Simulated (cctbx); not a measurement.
# Diagnosing a refinement

Cell a = 7.3530 Å, b = 7.3530 Å, c = 5.9290 Å, α = 90.00°, β = 90.00°, γ = 90.00°; space group P4/mcc (no. 124).

Simulated single-crystal data (cctbx): Mo Kα, λ = 0.71073 Å, to d = 0.7 Å, 50 % of the full sphere, strongest reflection 20000 counts, noise from counting, a 1.5 % proportional error and a noise floor of 2 counts (s.d.); no absorption.

An isotropic refinement with weights 1/σ² prints:

```text
Rint 0.018, 272 unique reflections to 0.70 A
cycle     R1     wR2    GooF  max shift (A)
   1  0.5506  0.8519  46.890   0.12607
   3  0.0085  0.0166   0.913   0.00000
final R1 0.0085 wR2 0.0166 GooF 0.913  parameters 5  data/parameter 54.4
atom        x        y        z      Ueq    occ   su(xyz)  su(Uiso or U11)
Bi1    0.66628  0.16023  0.00000   0.0141  1.000  0.00002  0.0000
Ge1    0.50000  0.50000  0.25000   0.0199  1.000  0.00000  0.0002
Co1    0.00000  0.00000  0.25000   0.0226  1.000  0.00000  0.0002
difference map: max 0.87 min -0.64 rms 0.17
Q1    0.0000  0.0000  0.0000    2    0.87  1.48 A from Co1
Q2    0.1190  0.1689  0.0000    8    0.65  1.25 A from Bi1
Q3    0.5000  0.5000  0.0000    2    0.61  1.48 A from Ge1
Q4    0.0168  0.1038  0.3831   16    0.52  1.10 A from Co1
Q5    0.0000  0.5000  0.0000    4    0.50  1.70 A from Bi1
Q6    0.0000  0.3712  0.2500    8    0.50  1.91 A from Bi1
```

**Question.** Can this result stand? If not, what is the likely fault?

It can stand. The set-up had a fault (start far from the minimum), but the refinement still reached the right minimum: R1 = 0.0085, wR2 = 0.0166, GooF = 0.91 against R1 = 0.0085, wR2 = 0.0166, GooF = 0.91 for the right model.

The compound is CoGeBi4. The right model at the same level gives:

```text
Rint 0.018, 272 unique reflections to 0.70 A
cycle     R1     wR2    GooF  max shift (A)
   1  0.4121  0.7257  39.940   0.07381
   3  0.0085  0.0166   0.913   0.00000
final R1 0.0085 wR2 0.0166 GooF 0.913  parameters 5  data/parameter 54.4
atom        x        y        z      Ueq    occ   su(xyz)  su(Uiso or U11)
Bi1    0.66628  0.16023  0.00000   0.0141  1.000  0.00002  0.0000
Ge1    0.50000  0.50000  0.25000   0.0199  1.000  0.00000  0.0002
Co1    0.00000  0.00000  0.25000   0.0226  1.000  0.00000  0.0002
difference map: max 0.87 min -0.64 rms 0.17
Q1    0.0000  0.0000  0.0000    2    0.87  1.48 A from Co1
Q2    0.1190  0.1689  0.0000    8    0.65  1.25 A from Bi1
Q3    0.5000  0.5000  0.0000    2    0.61  1.48 A from Ge1
Q4    0.0168  0.1038  0.3831   16    0.52  1.10 A from Co1
Q5    0.0000  0.5000  0.0000    4    0.50  1.70 A from Bi1
Q6    0.0000  0.3712  0.2500    8    0.50  1.91 A from Bi1
```

The model is made up (kin elements in a known structure type, no relaxation), so it says nothing on whether the phase exists.

[Middle refinement cycles are left out of these outputs.]

[Logs are printed without paths, hosts, clocks, repeated set-up lines and the standing remarks that a program may print on its own settings, such as how far it seeks lower states.]
